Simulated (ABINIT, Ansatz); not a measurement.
**CsPbCl3 (Pm-3m): G0W0 on several meshes in ABINIT**

How does the mesh move the gap of CsPbCl3 (Pm-3m)?

Calculated with ABINIT 10.8.3; PBEsol and many-body steps on it, plane waves.

## 1. Starting point

It takes space group Pm-3m (No. 221, cubic). Conventional cell: a = 5.605 Å, b = 5.605 Å, c = 5.605 Å, α = 90.00°, β = 90.00°, γ = 90.00°. Nearest to Cs lie 12 Cl at 3.96 Å. Pb has 6 Cl at 2.80 Å nearest. Nearest to Cl lie 2 Pb at 2.80 Å and 4 Cs at 3.96 Å. Farther neighbours and most contacts between anions are not listed.

The cell and positions come from the Crystallography Open Database and are kept as given unless a step says otherwise. Spin-orbit coupling is left out unless a step names it.

## 2. Empty states on the mesh, 2×2×2 mesh, 338 bands

This step: ABINIT 10.8.3; DFT, PBEsol, plane waves, norm-conserving pseudopotentials.

The sums over transitions need many empty states on a uniform mesh; this step solves for them.

File run.abi:

```
acell 3*1.0 Angstrom
rprim 
  5.605000000000 0.000000000000 0.000000000000
  0.000000000000 5.605000000000 0.000000000000
  0.000000000000 0.000000000000 5.605000000000
ntypat 3
znucl 55 82 17
natom 5
typat 1 2 3 3 3
xred 
  0.000000000000 0.000000000000 0.000000000000
  0.500000000000 0.500000000000 0.500000000000
  0.500000000000 0.500000000000 0.000000000000
  0.000000000000 0.500000000000 0.500000000000
  0.500000000000 0.000000000000 0.500000000000
pp_dirpath "pseudos"
pseudos "Cs.upf, Pb.upf, Cl.upf"
ecut 25
ngkpt 2 2 2
nshiftk 1
shiftk 0 0 0
kptopt 1
chksymbreak 0
iscf -2
irdden 1
istwfk *1
nband 338
nbdbuf 30
tolwfr 1e-09
nstep 60
prtvol 0
indata_prefix "in"
outdata_prefix "out"
tmpdata_prefix "tmp"
```

Run with:

```sh
OMP_NUM_THREADS=1 mpirun -n 4 abinit run.abi > log
```

Numbers of over 12 decimals in the logs are rounded to 6 here.

The log of the run:

```text
.Version 10.8.3 of ABINIT. v10.8.2 released Aug 2026.

 Symmetries : space group Pm -3 m (#221); Bravais cP (primitive cubic)
[... echo of the input left out ...]
== DATASET  1 ==================================================================
-   mpi_nproc: 4, omp_nthreads: 1 (-1 if OMP is not activated)

--- !DatasetInfo
iteration_state: {dtset: 1, }
dimensions: {natom: 5, nkpt: 4, mband: 338, nsppol: 1, nspinor: 1, nspden: 1, mpw: 7123, }
cutoff_energies: {ecut:  25.0, pawecutdg:  -1.0, }
[...]
2.89693    2.89693    2.89694    2.90081    2.90082    2.90667    2.90667    2.90668
   2.92332    2.92333    2.92338    2.93203    2.95026    2.95136    2.96689    2.96799
   2.96913    2.97080
 prteigrs : prtvol=0 or 1, do not print more k-points.

== END DATASET(S) ==============================================================
================================================================================

 -outvars: echo values of variables after computation  --------
            nband         338
             nkpt           4
          spgroup         221
 [... the other variables as echoed above ...]

 Calculation completed.
```

It took 2.5 min on 4 MPI ranks of Arm Neoverse V2, shared host; peak memory 0.47 GiB.

Numbers from this step:

| Item | Value |
| --- | --- |
| gap | 1.802 eV |
| k of the valence top | 0.5, 0.5, 0.5 |
| k of the conduction bottom | 0.5, 0.5, 0.5 |
| least direct gap | 1.802 eV |
| k points computed | 4 |
| lowest point of the top converged band, above the valence top | 73.3605 eV |

On this mesh the gap is 1.802 eV.

The density comes from a self-consistent run that is not shown.

## 3. Screening, 2×2×2 mesh, 138 bands, screening to 114.3 eV

The RPA dielectric matrix is built and inverted for each q.

This step: RPA screening on PBEsol, plane waves, norm-conserving pseudopotentials.

run.abi: that of step 2 with these lines changed.

```diff
@@ -23,10 +23,11 @@
 chksymbreak 0
-iscf -2
-irdden 1
 istwfk *1
-nband 338
-nbdbuf 30
-tolwfr 1e-09
-nstep 60
-prtvol 0
+occopt 1
+irdwfk 1
+optdriver 3
+nband 138
+ecuteps 4.2
+inclvkb 2
+awtr 1
+symchi 1
 indata_prefix "in"
```

The log of the run:

```text
.Version 10.8.3 of ABINIT. v10.8.2 released Aug 2026.

 Symmetries : space group Pm -3 m (#221); Bravais cP (primitive cubic)
[... echo of the input left out ...]
== DATASET  1 ==================================================================
-   mpi_nproc: 4, omp_nthreads: 1 (-1 if OMP is not activated)

--- !DatasetInfo
iteration_state: {dtset: 1, }
dimensions: {natom: 5, nkpt: 4, mband: 138, nsppol: 1, nspinor: 1, nspden: 1, mpw: 7123, }
cutoff_energies: {ecut:  25.0, pawecutdg:  -1.0, }
electrons: {nelect:   4.40000000E+01, charge:   0.00000000E+00, occopt:   1.00000000E+00, tsmear:   1.00000000E-02, }

 SCREENING: Calculation of the susceptibility and dielectric matrices

 Based on a program developped by R.W. Godby, V. Olevano, G. Onida, and L. Reining.
 Incorporated in ABINIT by V. Olevano, G.-M. Rignanese, and M. Torrent.
.Using double precision arithmetic ; gwpc =  8

[... cell and pseudopotentials left out ...]
--------------------------------------------------------------------------------

 ==== K-mesh for the wavefunctions ====
 Number of points in the irreducible wedge :     4
[... list of points left out ...]
 Together with 48 symmetry operations and time-reversal symmetry
 yields     8 points in the full Brillouin Zone.

 ==== Q-mesh for the screening function ====
 Number of points in the irreducible wedge :     4
[... list of points left out ...]
 Together with 48 symmetry operations and time-reversal symmetry
 yields     8 points in the full Brillouin Zone.

 setmesh: FFT mesh size selected  =    36x   36x   36
          total number of points  =        46656

 vcoul_init : cutoff-mode = AUXILIARY_FUNCTION
 q-points for optical limit:   1
     1)      0.000010    0.000020    0.000030

- screening: taking advantage of time-reversal symmetry
- Maximum band index for partially occupied states nbvw = 22
- Remaining bands to be divided among processors   nbcw = 116
- Number of bands treated by each node ~29

 Number of electrons calculated from density =   44.0000; Expected =   44.0000
 average of density, n =  0.037028
 r_s =    1.8612
 omega_plasma =   18.5618 [eV]

 calculating chi0 at frequencies [eV] :
  1    0.000000E+00    0.000000E+00
  2    0.000000E+00    1.856181E+01

--------------------------------------------------------------------------------
  q-point number  1        q = ( 0.000000, 0.000000, 0.000000) [r.l.u.]
--------------------------------------------------------------------------------
[... chi0 elements left out ...]
 For q-point:  0.000010 0.000020 0.000030
  dielectric constant =   7.9609
  dielectric constant without local fields =   9.1656

  Average fulfillment of the sum rule on Im[epsilon] for q-point    1 :     64.67  [%]
[... wings left out ...]
  q-point number  2        q = ( 0.500000, 0.000000, 0.000000) [r.l.u.]
--------------------------------------------------------------------------------
[... chi0 elements left out ...]
  Average fulfillment of the sum rule on Im[epsilon] for q-point    2 :     73.53  [%]

 [... 2 further q-points ...]
```

The job ended after 32 s (4 MPI ranks; peak memory 1.3 GiB).

Numbers from this step:

| Quantity | Value |
| --- | --- |
| ε∞ with local fields, on this mesh, along the program's q direction | 7.961 |
| the same without local fields | 9.166 |
| plasma frequency | 18.56 eV |
| plane waves in the screening matrix | 461 |

Local fields lower ε∞ by 13 %. On a Γ-centred mesh this coarse the value itself is usually too large, while a short band sum pulls it down.

## 4. 2×2×2

The self-energy is evaluated for the states that the input lists, and the levels follow from it, in one-shot runs by the linearised quasiparticle equation.

This step: G0W0 on PBEsol, plane waves, norm-conserving pseudopotentials.

run.abi: that of step 3 with these lines changed.

```diff
@@ -26,8 +26,17 @@
 irdwfk 1
-optdriver 3
+optdriver 4
 nband 138
+gwcalctyp 0
+ecutsigx 25
+symsigma 1
+nkptgw 2
+kptgw 
+  0.5000000000 0.5000000000 0.5000000000
+  0.0000000000 0.0000000000 0.0000000000
+bdgw 
+  19 25
+  20 25
 ecuteps 4.2
-inclvkb 2
-awtr 1
-symchi 1
+irdscr 1
+ppmodel 1
 indata_prefix "in"
```

The log of the run:

```text
.Version 10.8.3 of ABINIT. v10.8.2 released Aug 2026.

 Symmetries : space group Pm -3 m (#221); Bravais cP (primitive cubic)
[... echo of the input left out ...]
== DATASET  1 ==================================================================
-   mpi_nproc: 4, omp_nthreads: 1 (-1 if OMP is not activated)

--- !DatasetInfo
iteration_state: {dtset: 1, }
dimensions: {natom: 5, nkpt: 4, mband: 138, nsppol: 1, nspinor: 1, nspden: 1, mpw: 7123, }
cutoff_energies: {ecut:  25.0, pawecutdg:  -1.0, }
electrons: {nelect:   4.40000000E+01, charge:   0.00000000E+00, occopt:   1.00000000E+00, tsmear:   1.00000000E-02, }

 SIGMA: Calculation of the GW corrections

 Based on a program developped by R.W. Godby, V. Olevano, G. Onida, and L. Reining.
 Incorporated in ABINIT by V. Olevano, G.-M. Rignanese, and M. Torrent.
.Using double precision arithmetic ; gwpc =  8

[... cell and pseudopotentials left out ...]
--------------------------------------------------------------------------------

 ==== K-mesh for the wavefunctions ====
 Number of points in the irreducible wedge :     4
[... list of points left out ...]
 Together with 48 symmetry operations and time-reversal symmetry
 yields     8 points in the full Brillouin Zone.

 ==== Q-mesh for screening function ====
 Number of points in the irreducible wedge :     4
[... list of points left out ...]
 Together with 48 symmetry operations and time-reversal symmetry
 yields     8 points in the full Brillouin Zone.

 vcoul_init : cutoff-mode = AUXILIARY_FUNCTION
 q-points for optical limit:   1
     1)      0.000010    0.000020    0.000030
 setmesh: FFT mesh size selected  =    48x   48x   48
          total number of points  =       110592

 Number of electrons calculated from density =   44.0000; Expected =   44.0000
 average of density, n =  0.037028
 r_s =    1.8612
 omega_plasma =   18.5618 [eV]

 === KS Band Gaps ===
  >>>> For spin  1
   Minimum direct gap =   1.8021 [eV], located at k-point      :   0.5000  0.5000  0.5000
   Fundamental gap    =   1.8021 [eV], Top of valence bands at :   0.5000  0.5000  0.5000
                                       Bottom of conduction at :   0.5000  0.5000  0.5000
 SIGMA fundamental parameters:
 PLASMON POLE MODEL  1
 number of plane-waves for SigmaX                 7123
 number of plane-waves for SigmaC and W            461
 number of plane-waves for wavefunctions          7123
 number of bands                                   138
 number of independent spin polarizations            1
 number of spinorial components                      1
 number of k-points in IBZ                           4
 number of q-points in IBZ                           4
 number of symmetry operations                      48
 number of k-points in BZ                            8
 number of q-points in BZ                            8
 number of frequencies for dSigma/dE                 9
 frequency step for dSigma/dE [eV]                0.25
 number of omega for Sigma on real axis              0
 max omega for Sigma on real axis  [eV]           0.00
 zcut for avoiding poles [eV]                     0.10

 EPSILON^-1 parameters (SCR file):
 dimension of the eps^-1 matrix on file            461
 dimension of the eps^-1 matrix used               461
 number of plane-waves for wavefunctions          7123
 number of bands                                   138
 number of q-points in IBZ                           4
 number of frequencies                               2
 number of real frequencies                          1
 number of imag frequencies                          1

 matrix elements of self-energy operator (all in [eV])

 Perturbative Calculation

--- !SelfEnergy_ee
iteration_state: {dtset: 1, }
kpoint     : [   0.500,    0.500,    0.500, ]
spin       : 1
KS_gap     :    1.802
QP_gap     :    3.085
Delta_QP_KS:    1.283
data: !SigmaeeData |
     Band     E0 <VxcDFT>   SigX SigC(E0)      Z dSigC/dE  Sig(E)    E-E0       E
       19  -0.224 -14.108 -18.448   3.181   0.769  -0.300 -14.999  -0.891  -1.116
       20  -0.224 -14.108 -18.448   3.181   0.769  -0.300 -14.999  -0.891  -1.116
       21  -0.224 -14.108 -18.448   3.181   0.769  -0.300 -14.999  -0.891  -1.116
       22   1.960 -15.273 -17.816   1.843   0.790  -0.266 -15.826  -0.553   1.407
       23   3.762 -10.070  -6.524  -2.654   0.818  -0.223  -9.340   0.730   4.492
       24   3.762 -10.070  -6.524  -2.654   0.818  -0.223  -9.340   0.730   4.492
[...]
--- !SelfEnergy_ee
iteration_state: {dtset: 1, }
kpoint     : [   0.000,    0.000,    0.000, ]
spin       : 1
KS_gap     :    5.730
QP_gap     :    7.102
Delta_QP_KS:    1.372
data: !SigmaeeData |
     Band     E0 <VxcDFT>   SigX SigC(E0)      Z dSigC/dE  Sig(E)    E-E0       E
[...]
23   5.181  -6.534  -2.709  -3.240   0.840  -0.191  -6.043   0.491   5.672
       24   6.178  -6.728  -2.853  -3.118   0.840  -0.190  -6.092   0.636   6.813
       25   6.178  -6.728  -2.853  -3.118   0.840  -0.190  -6.092   0.636   6.813

== END DATASET(S) ==============================================================
================================================================================

 -outvars: echo values of variables after computation  --------
           etotal      0.0000000000E+00
            nband         138
             nkpt           4
          spgroup         221
 [... the other variables as echoed above ...]

 Calculation completed.
```

Wall time 19 s (4 MPI ranks); peak memory 1.2 GiB; 77 s of CPU time.

Numbers from this step:

```
G0W0 gap on the points computed              : 3.085 eV
starting gap on the mesh                     : 1.802 eV
k of the valence top                         : 0.5, 0.5, 0.5
k of the conduction bottom                   : 0.5, 0.5, 0.5
Z at the valence top                         : 0.79
Z at the conduction bottom                   : 0.818
least direct G0W0 gap on the computed points : 3.085 eV
```

The gap on the mesh goes from 1.80 eV to 3.08 eV, a correction of +1.28 eV.

## 5. Empty states on the mesh, 4×4×4 mesh, 150 bands

This step: DFT, PBEsol, plane waves, norm-conserving pseudopotentials.

run.abi: that of step 4 with these lines changed.

```diff
@@ -18,3 +18,3 @@
 ecut 25
-ngkpt 2 2 2
+ngkpt 4 4 4
 nshiftk 1
@@ -23,20 +23,10 @@
 chksymbreak 0
+iscf -2
+irdden 1
 istwfk *1
-occopt 1
-irdwfk 1
-optdriver 4
-nband 138
-gwcalctyp 0
-ecutsigx 25
-symsigma 1
-nkptgw 2
-kptgw 
-  0.5000000000 0.5000000000 0.5000000000
-  0.0000000000 0.0000000000 0.0000000000
-bdgw 
-  19 25
-  20 25
-ecuteps 4.2
-irdscr 1
-ppmodel 1
+nband 150
+nbdbuf 12
+tolwfr 1e-09
+nstep 60
+prtvol 0
 indata_prefix "in"
```

The log of the run:

```text
.Version 10.8.3 of ABINIT. v10.8.2 released Aug 2026.

 Symmetries : space group Pm -3 m (#221); Bravais cP (primitive cubic)
[... echo of the input left out ...]
== DATASET  1 ==================================================================
-   mpi_nproc: 4, omp_nthreads: 1 (-1 if OMP is not activated)

--- !DatasetInfo
iteration_state: {dtset: 1, }
dimensions: {natom: 5, nkpt: 10, mband: 150, nsppol: 1, nspinor: 1, nspden: 1, mpw: 7128, }
cutoff_energies: {ecut:  25.0, pawecutdg:  -1.0, }
[...]
1.39034    1.39034    1.45237    1.45237    1.46702    1.46702    1.46702    1.48548
   1.48548    1.50637    1.50637    1.53077    1.54257    1.54257    1.54257    1.55902
   1.55902    1.55904    1.57810    1.57812    1.57856    1.60897
 prteigrs : prtvol=0 or 1, do not print more k-points.

== END DATASET(S) ==============================================================
================================================================================

 -outvars: echo values of variables after computation  --------
            nband         150
             nkpt          10
          spgroup         221
 [... the other variables as echoed above ...]

 Calculation completed.
```

It took 2.2 min on 4 MPI ranks; peak memory 0.5 GiB.

Numbers from this step:

| Property | Result |
| --- | --- |
| gap | 1.802 eV |
| k of the valence top | 0.5, 0.5, 0.5 |
| k of the conduction bottom | 0.5, 0.5, 0.5 |
| least direct gap | 1.802 eV |
| k points computed | 10 |
| lowest point of the top converged band, above the valence top | 37.42 eV |

On this mesh the gap is 1.802 eV.

## 6. Screening, 4×4×4 mesh, 138 bands, screening to 114.3 eV

This step: RPA screening on PBEsol, plane waves, norm-conserving pseudopotentials.

run.abi: that of step 5 with these lines changed.

```diff
@@ -23,10 +23,11 @@
 chksymbreak 0
-iscf -2
-irdden 1
 istwfk *1
-nband 150
-nbdbuf 12
-tolwfr 1e-09
-nstep 60
-prtvol 0
+occopt 1
+irdwfk 1
+optdriver 3
+nband 138
+ecuteps 4.2
+inclvkb 2
+awtr 1
+symchi 1
 indata_prefix "in"
```

The log of the run:

```text
.Version 10.8.3 of ABINIT. v10.8.2 released Aug 2026.

 Symmetries : space group Pm -3 m (#221); Bravais cP (primitive cubic)
[... echo of the input left out ...]
== DATASET  1 ==================================================================
-   mpi_nproc: 4, omp_nthreads: 1 (-1 if OMP is not activated)

--- !DatasetInfo
iteration_state: {dtset: 1, }
dimensions: {natom: 5, nkpt: 10, mband: 138, nsppol: 1, nspinor: 1, nspden: 1, mpw: 7128, }
cutoff_energies: {ecut:  25.0, pawecutdg:  -1.0, }
electrons: {nelect:   4.40000000E+01, charge:   0.00000000E+00, occopt:   1.00000000E+00, tsmear:   1.00000000E-02, }

 SCREENING: Calculation of the susceptibility and dielectric matrices

 Based on a program developped by R.W. Godby, V. Olevano, G. Onida, and L. Reining.
 Incorporated in ABINIT by V. Olevano, G.-M. Rignanese, and M. Torrent.
.Using double precision arithmetic ; gwpc =  8

[... cell and pseudopotentials left out ...]
--------------------------------------------------------------------------------

 ==== K-mesh for the wavefunctions ====
 Number of points in the irreducible wedge :    10
[... list of points left out ...]
 Together with 48 symmetry operations and time-reversal symmetry
 yields    64 points in the full Brillouin Zone.

 ==== Q-mesh for the screening function ====
 Number of points in the irreducible wedge :    10
[... list of points left out ...]
 Together with 48 symmetry operations and time-reversal symmetry
 yields    64 points in the full Brillouin Zone.

 setmesh: FFT mesh size selected  =    36x   36x   36
          total number of points  =        46656

 vcoul_init : cutoff-mode = AUXILIARY_FUNCTION
 q-points for optical limit:   1
     1)      0.000010    0.000020    0.000030

- screening: taking advantage of time-reversal symmetry
- Maximum band index for partially occupied states nbvw = 22
- Remaining bands to be divided among processors   nbcw = 116
- Number of bands treated by each node ~29

 Number of electrons calculated from density =   44.0000; Expected =   44.0000
 average of density, n =  0.037028
 r_s =    1.8612
 omega_plasma =   18.5618 [eV]

 calculating chi0 at frequencies [eV] :
  1    0.000000E+00    0.000000E+00
  2    0.000000E+00    1.856181E+01

--------------------------------------------------------------------------------
  q-point number  1        q = ( 0.000000, 0.000000, 0.000000) [r.l.u.]
--------------------------------------------------------------------------------
[... chi0 elements left out ...]
 For q-point:  0.000010 0.000020 0.000030
  dielectric constant =   4.6023
  dielectric constant without local fields =   5.2925

  Average fulfillment of the sum rule on Im[epsilon] for q-point    1 :     65.10  [%]
[... wings left out ...]
  q-point number  2        q = ( 0.250000, 0.000000, 0.000000) [r.l.u.]
--------------------------------------------------------------------------------
[... chi0 elements left out ...]
  Average fulfillment of the sum rule on Im[epsilon] for q-point    2 :     81.16  [%]

 [... 8 further q-points ...]
```

Elapsed: 3.8 min, on 4 MPI ranks; peak memory 2.3 GiB; 15 min of CPU time.

Numbers from this step:

- ε∞ with local fields, on this mesh, along the program's q direction: 4.602
- the same without local fields: 5.293
- plasma frequency: 18.56 eV
- plane waves in the screening matrix: 461

(Part 1 of 2 ends here.)

[Paths, hosts, dates, memory and timing lines, banners, echoed tables and standing remarks are left out of the program output.]

[Logs are printed without paths, hosts, clocks, repeated set-up lines and the standing remarks that a program may print on its own settings, such as how far it seeks lower states.]

[Runs of the session that timed out or met a known fault of the program may be left out.]

[No measured gap is set beside runs whose start may be inverted or whose files or cutoffs have a known fault.]

[Hosts, paths, dates, database ids (printed as entryN), source tags and the programs' standing remarks are cut or masked in the printed files.]

[G0W0 gaps are taken among the corrected bands and points alone; a level outside them can change the order at an edge.]

[Where Ansatz stands beside ABINIT at settings called matched, ABINIT's density can come from a denser mesh and the files from another edition; pairs whose starting gaps differed by over 0.03 eV were left out, so agreement reads better than it is.]
